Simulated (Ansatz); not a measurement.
# How ZnIn (hypothetical, Fm-3m) expands on warming

Aim: the lattice, expansion, heat capacity and bulk modulus of ZnIn (hypothetical) as it warms. The crystal structure is hypothetical: it was made by swapping elements on a known structure type.

Calculated with Ansatz 0.2.0; DFT PBE, scalar-relativistic, plane waves, PAW.

## Step 1: The structure

It takes space group Fm-3m (No. 225, cubic). The conventional cell has a = 5.027 Å, b = 5.027 Å, c = 5.027 Å, α = 90.00°, β = 90.00°, γ = 90.00°. In has 6 Zn at 2.51 Å nearest. Nearest to Zn lie 6 In at 2.51 Å. Farther neighbours are not listed.

## Step 2: A first coarse run

A cheap single point shows whether the cell is a metal or an insulator and how far it is from rest; that sets the k-mesh and the occupations of what follows.

input.yaml

```yaml
crystal:
  lattice:
    - [0.0, 2.51326, 2.51326]
    - [2.51326, 0.0, 2.51326]
    - [2.51326, 2.51326, 0.0]
  atoms:
    - { symbol: In, position: [0.0, 0.0, 0.0] }
    - { symbol: Zn, position: [0.5, 0.5, 0.5] }
kpoints:
  mp_grid: { grid: [6, 6, 6] }
hamiltonian:
  xc: pbe
scf:
  occupations: { method: gaussian, width: 0.1 }
output:
  forces: true
  stress: true
  eigenvalues: true
```

Launch:

```
> ansatz run input.yaml --threads 4 --pin off --max-ram 8192MiB --backend cpu --events-out ev --progress --plain --runs-dir out
```

Numbers of over 12 decimals in the logs are rounded to 6 here.

What it wrote:

```text
Engine: ansatz 0.2.0, aarch64-unknown-linux-gnu
Pseudopotentials: kind: paw
Pseudopotential: In, paw, valence charge 13, recommended cutoff 420 eV (normal), In.paw.azcp
Pseudopotential: Zn, paw, valence charge 12, recommended cutoff 420 eV (normal), Zn.paw.azcp
Functional definition: PBE
  parameter kappa = 0.804
  parameter beta = 0.066725
  exchange = pbe_x(kappa = kappa, mu = beta*pi^2/3)
  correlation = pbe_c(beta = beta)
Crystal: 2 atoms, lattice volume = 31.750 Å³
Basis set: ecut = 420 eV, 609 PW (Γ), exchange–correlation on 48×48×48 points (8 copies of the dense FFT grid, shifted against one another)
Bands: 17, of which v1, the nominal top of the filled ones, is band 13 counted from 1 (12 counted from 0)
Symmetry: 48 space group operations
Space group: Fm-3m (ITA 225), of the structure as read, at distance tolerance 3.2e-5 Å
k-points: 16 of 216
Non-local potential: In, projectors of the file, l = 0: 2, l = 1: 2, l = 2: 2, l = 3: 2
Non-local potential: Zn, projectors of the file, l = 0: 2, l = 1: 2, l = 2: 3, l = 3: 1
PAW form: soft (Blöchl's): semilocal exchange-correlation on the pseudo side does not see the compensation charge
PAW one-centre angular grid: In, 590 points (default); XC on 64 Gauss nodes
PAW one-centre angular grid: Zn, 590 points (default); XC on 64 Gauss nodes
Initial density: superposition of atomic densities (neutral atoms: chi_scale 0, normalization atom), corrected by the library's trained network
Initial wavefunctions: pseudopotential atomic-orbital guess
Functional: x = pbe(κ = 0.804, μ = 0.219515), c = pbe(β = 0.066725)
SCF iter   1: F=—  HF=-8915.290556 eV  |F-HF|=—  |Δ(HF+E_count)|=         —  Δρ=2.18e-3  dr2=1.18e-3  ethr=1.77e-3  ⟨swp⟩=5.4  Hψ=1317  notcnv=0
preconditioner: auto → none  [insulator: Δε(μ)=0.320 eV  Ē_g=16.667 eV  σ=0.100 eV  W_gap=0.75  n_scr=14 (ndim 8)  ℏωp=33.0 eV  f_vac=0.000  D(μ)=0.50/eV (n_scr^D=0)  ε∞_Penn≈4.9]
SCF iter   2: F=—  HF=-8915.290381 eV  |F-HF|=—  |Δ(HF+E_count)|=   1.75e-4  Δρ=1.05e-3  dr2=1.52e-4  ethr=4.70e-6  ⟨swp⟩=2.1  Hψ=584  notcnv=0
SCF iter   3: F=—  HF=-8915.290363 eV  |F-HF|=—  |Δ(HF+E_count)|=   1.83e-5  Δρ=3.43e-4  dr2=3.73e-5  ethr=6.08e-7  ⟨swp⟩=2.5  Hψ=443  notcnv=0
SCF iter   4: F=—  HF=-8915.290345 eV  |F-HF|=—  |Δ(HF+E_count)|=   1.79e-5  Δρ=2.42e-4  dr2=7.83e-6  ethr=1.49e-7  ⟨swp⟩=2.0  Hψ=377  notcnv=0
SCF iter   5: F=—  HF=-8915.290343 eV  |F-HF|=—  |Δ(HF+E_count)|=   1.82e-6  Δρ=2.82e-5  dr2=1.04e-7  ethr=3.13e-8  ⟨swp⟩=2.0  Hψ=345  notcnv=0
SCF iter   6: F=-8915.290343 eV  HF=-8915.290343 eV  |F-HF|=7.97e-10  |Δ(HF+E_count)|=   5.24e-8  Δρ=4.86e-6  dr2=4.50e-9  ethr=4.00e-10  ⟨swp⟩=6.5  Hψ=1236  notcnv=0
SCF 1 converged in 6 iterations: F = -8915.290343 eV  dr2 = 4.50e-9
  greatest PAW one-centre occupation: 0.982 electrons in one spin orbital (limit 2), on the Zn atom at site 1 (counted from 0), in its partial waves of l = 2
SCF converged after 6 iterations
Free energy (F): -8915.290343 eV
Harris-Foulkes:  -8915.290343 eV  (|F-HF|=7.97e-10)
Internal energy: -8915.287845 eV  (E = F + TS)
E sigma→0 (E₀):  -8915.289094 eV
Entropy (-TS):   -0.002498 eV (-1.249 meV/atom)
Fermi energy:    14.736078 eV
--- Per-component energies (eV) ---
  E_band       = 112.057286
  E_kinetic    = 382.170174
  E_local      = -2393.736869  (includes V_loc(G=0)·N_el)
  E_nonlocal   = 974.781219
  E_hartree    = 997.095399
  E_xc         = -358.662746
  E_vxc        = -159.288484  (∫ρ·V_xc dr)
  E_paw        = -5974.398998  (= ΣΔE_a)
  E_vpaw       = -686.062076  (= ΣTr[D̂ρ^β])
  E_aug_tail   = -0.000339  (compensation charges beyond the density's cutoff)
  E_ewald      = -2542.535686
  E_smearing   = -0.002498  (= −TS)
  E_closure    = 0.000000  (closes the sum)
  Σ components = -8915.290343   (vs F -8915.290343, Δ=0.00e0)
--- Forces (eV/Å), atoms counted from 1 ---
  atom   1  In    -0.00000000     0.00000000     0.00000000
  atom   2  Zn     0.00000000    -0.00000000     0.00000000
  max |Σ_I F_I| component: 4.15e-29 eV/Å
--- Stress (GPa, compression-positive) ---
       41.375793       0.000000       0.000000
       -0.000000      41.375793       0.000000
        0.000000      -0.000000      41.375793
  P = ⅓ Tr σ = 41.3758 GPa (413.758 kbar)
--- Band table (eV; the first three rows and the last of 16) ---
  k-point 0: bands = [... 9 lower, 6.7767, 6.7767, 19.3614, 19.3614, 19.3614, 23.5184, 25.0886, 25.0886]
  k-point 1: bands = [... 9 lower, 6.6840, 6.6840, 16.1839, 19.3492, 19.3492, 22.7034, 24.5706, 24.5706]
  k-point 2: bands = [... 9 lower, 6.6435, 6.6435, 11.7378, 19.6142, 19.6142, 22.2185, 22.2185, 22.2871]
  k-point 15: bands = [... 9 lower, 6.7171, 10.6119, 10.8160, 12.2860, 12.7787, 21.0052, 22.6254, 27.0563]
```

It took 0.28 s on 4 threads of Arm Neoverse V2, shared host; peak memory 0.3 GiB; 0.71 s of CPU time.

Numbers from this step:

```
pressure          : 41.38 GPa
volume per atom   : 15.87 Å³
gap on the k-mesh : 0 eV
```

The start is under 41 GPa at this level and looks like a metal on this mesh.

## Step 3: A loose first relaxation

The start is far from rest, so a relaxation with loose thresholds first brings it near the minimum.

input.yaml: that of step 2 with these lines changed.

```diff
@@ -9,3 +9,3 @@
 kpoints:
-  mp_grid: { grid: [6, 6, 6] }
+  mp_grid: { grid: [8, 8, 8] }
 hamiltonian:
@@ -18 +18,6 @@
   eigenvalues: true
+relax:
+  adjacent_minimum: "off"
+  f_tol: 0.05
+  max_steps: 80
+  cell: { stress_tol: 0.5 }
```

What it wrote:

```text
[...]
Crystal: 2 atoms, lattice volume = 31.750 Å³
Basis set: ecut = 420 eV, 609 PW (Γ), exchange–correlation on 48×48×48 points (8 copies of the dense FFT grid, shifted against one another)
Bands: 17, of which v1, the nominal top of the filled ones, is band 13 counted from 1 (12 counted from 0)
Symmetry: 48 space group operations
[...]
k-points: 29 of 512
[...]
SCF iter   1: F=—  HF=-8915.226745 eV  |F-HF|=—  |Δ(HF+E_count)|=         —  Δρ=1.91e-3  dr2=1.04e-3  ethr=1.77e-3  ⟨swp⟩=5.4  Hψ=2416  notcnv=0
[...]
SCF iter   6: F=-8915.226515 eV  HF=-8915.226515 eV  |F-HF|=4.57e-9  |Δ(HF+E_count)|=   2.69e-8  Δρ=7.26e-6  dr2=5.77e-9  ethr=4.00e-10  ⟨swp⟩=4.6  Hψ=2235  notcnv=0
SCF 1 converged in 6 iterations: F = -8915.226515 eV  dr2 = 5.77e-9
[...]
relax step   1: F+E_penalty+E_count = -8915.22651540 eV  Δ(F+E_penalty+E_count) = +0.000e0 eV  max|allowed force component| = 1.611e-29 eV/Å  Δτ_max = 0.0000 Å  P = +42.068 GPa  Ω = 31.750 Å³  (6 SCF iters, dr2 threshold 1.00e-7 eV, accepted)
Crystal: 2 atoms, lattice volume = 36.623 Å³
Basis set: ecut = 420 eV, 725 PW (Γ), exchange–correlation on 48×48×48 points (8 copies of the dense FFT grid, shifted against one another)
[...]
iter 1 solved again at ethr=1.38e-4 eV; its pass at ethr=3.10e-3 eV (dr2=3.46e-2 eV) is discarded
[...]
SCF iter   7: F=-8916.101417 eV  HF=-8916.101417 eV  |F-HF|=7.51e-9  |Δ(HF+E_count)|=   3.47e-8  Δρ=5.44e-6  dr2=7.19e-9  ethr=8.00e-10  ⟨swp⟩=6.8  Hψ=2403  notcnv=0
SCF 2 converged in 7 iterations: F = -8916.101417 eV  dr2 = 7.19e-9
relax step   2: F+E_penalty+E_count = -8916.10141677 eV  Δ(F+E_penalty+E_count) = -8.749e-1 eV  max|allowed force component| = 5.588e-30 eV/Å  Δτ_max = 0.0000 Å  P = +18.431 GPa  Ω = 36.623 Å³  energy of the carried Pulay correction = -3.975e-3 eV  (7 SCF iters, dr2 threshold 2.00e-7 eV, accepted)
Crystal: 2 atoms, lattice volume = 41.582 Å³
Basis set: ecut = 420 eV, 869 PW (Γ), exchange–correlation on 48×48×48 points (8 copies of the dense FFT grid, shifted against one another)
[...]
SCF iter   6: F=-8916.456646 eV  HF=-8916.456646 eV  |F-HF|=2.14e-8  |Δ(HF+E_count)|=   6.68e-6  Δρ=1.36e-5  dr2=3.08e-8  ethr=8.00e-10  ⟨swp⟩=5.9  Hψ=3040  notcnv=0
SCF 3 converged in 6 iterations: F = -8916.456646 eV  dr2 = 3.08e-8
[...]
relax step   3: F+E_penalty+E_count = -8916.45664610 eV  Δ(F+E_penalty+E_count) = -3.552e-1 eV  max|allowed force component| = 1.192e-29 eV/Å  Δτ_max = 0.0000 Å  P = +6.017 GPa  Ω = 41.582 Å³  energy of the carried Pulay correction = -7.482e-3 eV  (6 SCF iters, dr2 threshold 2.00e-7 eV, accepted)
[...]
relax step   4: F+E_penalty+E_count = -8916.52034413 eV  Δ(F+E_penalty+E_count) = -6.370e-2 eV  max|allowed force component| = 2.281e-29 eV/Å  Δτ_max = 0.0000 Å  P = +1.398 GPa  Ω = 44.497 Å³  energy of the carried Pulay correction = -9.334e-3 eV  (6 SCF iters, dr2 threshold 2.00e-7 eV, accepted)
[...]
relax step   5: F+E_penalty+E_count = -8916.52406891 eV  Δ(F+E_penalty+E_count) = -3.725e-3 eV  max|allowed force component| = 1.354e-29 eV/Å  Δτ_max = 0.0000 Å  P = -0.132 GPa  Ω = 45.623 Å³  energy of the carried Pulay correction = -1.001e-2 eV  (5 SCF iters, dr2 threshold 2.00e-7 eV, accepted)
[...]
relax step   6: F+E_penalty+E_count = -8916.55191808 eV  Δ(F+E_penalty+E_count) = -2.785e-2 eV  max|allowed force component| = 2.169e-29 eV/Å  Δτ_max = 0.0000 Å  P = +1.098 GPa  Ω = 45.623 Å³  stress off target by 1.10e0 GPa  SCF on the basis re-selected at this cell (its energy is not comparable with the rows above)  (7 SCF iters)
[...]
relax step   7: F+E_penalty+E_count = -8916.55532809 eV  Δ(F+E_penalty+E_count) = -3.410e-3 eV  max|allowed force component| = 2.120e-29 eV/Å  Δτ_max = 0.0000 Å  P = +0.337 GPa  Ω = 46.456 Å³  energy of the carried Pulay correction = -2.818e-4 eV  (5 SCF iters, dr2 threshold 2.00e-7 eV, accepted)
[...]
SCF iter   4: F=-8916.555609 eV  HF=-8916.555608 eV  |F-HF|=2.89e-7  |Δ(HF+E_count)|=   1.26e-5  Δρ=8.42e-6  dr2=1.48e-9  ethr=8.00e-12  ⟨swp⟩=3.9  Hψ=2109  notcnv=0
SCF 8 converged in 4 iterations: F = -8916.555609 eV  dr2 = 1.48e-9
relax step   8: F+E_penalty+E_count = -8916.55560865 eV  Δ(F+E_penalty+E_count) = -2.806e-4 eV  max|allowed force component| = 1.805e-29 eV/Å  Δτ_max = 0.0000 Å  P = +0.334 GPa  Ω = 46.456 Å³  stress off target by 3.34e-1 GPa  SCF on the basis re-selected at this cell (its energy is not comparable with the rows above)  (4 SCF iters)
[...]
SCF converged after 4 iterations
Free energy (F): -8916.555609 eV
[...]
Internal energy: -8916.552121 eV  (E = F + TS)
E sigma→0 (E₀):  -8916.553865 eV
Entropy (-TS):   -0.003487 eV (-1.744 meV/atom)
Fermi energy:    8.897334 eV
[...]
--- Stress (GPa, compression-positive) ---
        0.334359       0.000000       0.000000
       -0.000000       0.334359      -0.000000
        0.000000       0.000000       0.334359
  P = ⅓ Tr σ = 0.3344 GPa (3.344 kbar)
--- Band table (eV; the first three rows and the last of 29) ---
  k-point 0: bands = [... 9 lower, 1.6530, 1.6530, 12.3384, 12.3384, 12.3384, 14.4734, 17.4217, 17.4217]
  k-point 1: bands = [... 9 lower, 1.6415, 1.6415, 10.4968, 12.3210, 12.3210, 15.2042, 16.9124, 17.0661]
  k-point 2: bands = [... 9 lower, 1.6507, 1.6507, 7.9052, 12.3679, 12.3679, 14.8538, 15.5394, 15.5394]
  k-point 28: bands = [... 9 lower, 1.6985, 5.1735, 5.8053, 6.9438, 6.9438, 15.1212, 15.3395, 17.5972]
--- Relaxed structure (6 steps of the walk, 6 accepted, 2 SCFs on fresh bases) ---
  F+E_penalty+E_count = -8916.55560865 eV   max|allowed force component| = 1.805e-29 eV/Å   (the final SCF, on the basis selected at the relaxed cell)
  cell:  # Å, volume = 46.4558 Å³
    - [0, 2.853230, 2.853230]
    - [2.853230, 0, 2.853230]
    - [2.853230, 2.853230, 0]
  atoms:
    - { symbol: In, position: [0, 0, 0] }
    - { symbol: Zn, position: [0.5, 0.5, 0.5] }
```

Elapsed: 2.8 s, on 4 threads; peak memory 0.34 GiB; 9 s of CPU time.

Step by step:

```tsv
step	energy less that of the first step (eV)	largest force component (eV/Å)	pressure (GPa)	volume (Å³)
1	0.0000	0.0000	42.07	31.75
2	-0.8749	0.0000	18.43	36.62
3	-1.2301	0.0000	6.02	41.58
4	-1.2938	0.0000	1.40	44.50
5	-1.2976	0.0000	-0.13	45.62
6*	-1.3254	0.0000	1.10	45.62
7	-1.3288	0.0000	0.34	46.46
8*	-1.3291	0.0000	0.33	46.46
```

Relaxation steps marked * repeat the geometry before them on a plane-wave basis chosen anew for their cell, so energy and pressure can jump there.

Forces are held to the 48 operations that the run works with; a distortion that breaks them can't arise in this run.

```tsv
cell as run	before	after	change
a (Å)	3.554	4.035	+13.5 %
b (Å)	3.554	4.035	+13.5 %
c (Å)	3.554	4.035	+13.5 %
volume (Å³/atom)	15.87	23.23	+46.3 %
```

Final coordinates:

```xyz
2
Lattice="0.0000 2.8532 2.8532 2.8532 0.0000 2.8532 2.8532 2.8532 0.0000" Properties=species:S:1:pos:R:3 pbc="T T T"
In    0.0000    0.0000    0.0000
Zn    2.8532    2.8532    2.8532
```

Numbers from this step:

```yaml
pressure: 0.3344 GPa
volume_per_atom: 23.23 Å³
```

The relaxation ends with a pressure of 0.33 GPa.

[end of part 1 of 3]

[Logs are printed without paths, hosts, clocks, repeated set-up lines and the standing remarks that a program may print on its own settings, such as how far it seeks lower states.]

[Hosts, paths, dates, database ids (printed as entryN), source tags and the programs' standing remarks are cut or masked in the printed files.]

[A step with changed settings may run another functional than the one named; its input shows which.]
